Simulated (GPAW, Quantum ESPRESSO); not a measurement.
Consider Ti (Titanium, Im-3m).

```xyz
1
Lattice="-1.6410 1.6410 1.6410 1.6410 -1.6410 1.6410 1.6410 1.6410 -1.6410" Properties=species:S:1:pos:R:3 pbc="T T T"
Ti    0.0000    0.0000    0.0000
```

Absorber: atom 1, with 8 Ti at 2.84 Å and 6 Ti at 3.28 Å (cube and octahedron, as in bcc, site symmetry m-3m). Method: Quantum ESPRESSO XSpectra, LDA, excited-electron core hole (neutral cell), 8-atom cell with 5.7 Å between holes, 5×5×5 k points, dipole transitions, Lorentzian half width 0.47 eV up to 4 eV, rising linearly to 4 eV at 25 eV.

This is not the structure that Ti takes at ambient pressure and room temperature (hexagonal, No. 194); it is a model or a phase of other conditions.

Q: What does the Ti K edge look like?

Main maxima up to 30 eV above the zero (height): 0.4 eV (0.72) and 15.0 eV (1.48). A K edge sees empty p states. The weak features of the first eV are p character mixed into the empty d bands; the main 4p edge lies above them. The total-energy difference is 4970.43 eV. One term is added: -22.68 eV, since the hole is spin-paired here and a spin-polarised one costs that much less in the free atom (computed apart). The photon energy is then 4947.75 eV. The tabulated edge of the element is 4966 eV. The functional leaves an error in such absolute values: in the free atom LDA prices this hole 13.2 eV below PBE (computed apart), and PBE is itself good to a few eV.

The Ti K spectrum (energy from the energy zero of the input (xe0, at the border of filled and empty states); intensity scaled to a mean of 1 over the first 20 eV; the points at xe0, where the cut of filled states can leave a spike, are interpolated):

| E (eV) | intensity |
| --- | --- |
| -2.0 | 0.06 |
| -1.5 | 0.08 |
| -1.0 | 0.13 |
| -0.5 | 0.26 |
| 0.0 | 0.54 |
| 0.5 | 0.70 |
| 1.0 | 0.45 |
| 1.5 | 0.35 |
| 2.0 | 0.36 |
| 2.5 | 0.33 |
| 3.0 | 0.35 |
| 3.5 | 0.38 |
| 4.0 | 0.41 |
| 4.5 | 0.51 |
| 5.0 | 0.62 |
| 5.5 | 0.64 |
| 6.0 | 0.67 |
| 6.5 | 0.67 |
| 7.0 | 0.66 |
| 7.5 | 0.72 |
| 8.0 | 0.82 |
| 8.5 | 0.94 |
| 9.0 | 1.05 |
| 9.5 | 1.13 |
| 10.0 | 1.21 |
| 10.5 | 1.28 |
| 11.0 | 1.33 |
| 11.5 | 1.37 |
| 12.0 | 1.40 |
| 12.5 | 1.42 |
| 13.0 | 1.44 |
| 13.5 | 1.45 |
| 14.0 | 1.47 |
| 14.5 | 1.48 |
| 15.0 | 1.48 |
| 15.5 | 1.47 |
| 16.0 | 1.45 |
| 16.5 | 1.41 |
| 17.0 | 1.37 |
| 17.5 | 1.32 |
| 18.0 | 1.29 |
| 18.5 | 1.26 |
| 19.0 | 1.24 |
| 19.5 | 1.23 |
| 20.0 | 1.23 |
| 20.5 | 1.24 |
| 21.0 | 1.24 |
| 21.5 | 1.25 |
| 22.0 | 1.26 |
| 22.5 | 1.26 |
| 23.0 | 1.27 |
| 23.5 | 1.27 |
| 24.0 | 1.26 |
| 24.5 | 1.26 |
| 25.0 | 1.26 |
| 25.5 | 1.26 |
| 26.0 | 1.26 |
| 26.5 | 1.27 |
| 27.0 | 1.28 |
| 27.5 | 1.29 |
| 28.0 | 1.30 |
| 28.5 | 1.31 |
| 29.0 | 1.32 |
| 29.5 | 1.33 |
| 30.0 | 1.34 |
| 30.5 | 1.34 |
| 31.0 | 1.35 |
| 31.5 | 1.35 |
| 32.0 | 1.36 |

Quadrupole 1s→3d transitions, which feed the pre-edge, are not in the dipole spectrum. The holes are only 5.7 Å apart, so the shape is probably not converged with cell size; no larger cell was run here. Lifetime broadening is put in by hand, and intensities beyond about 20 eV depend on it and on the partial waves. The structure is a published determination, not relaxed.

[Banner, clock and machine lines of the logs are left out without a mark of their own.]

[Logs are printed without paths, hosts, clocks, repeated set-up lines and the standing remarks that a program may print on its own settings, such as how far it seeks lower states.]

[Hosts, paths, dates, database ids (printed as entryN), source tags and the programs' standing remarks are cut or masked in the printed files.]

[Lists of maxima count a maximum above −3 eV only where it reaches 4 % of the highest in the window and stands out from its surroundings by 2 % of it (1.5 % where it reaches 55 %); shoulders and weaker maxima are passed over, and of the rest the first, up to two pre-edge ones and the few strongest are named.]
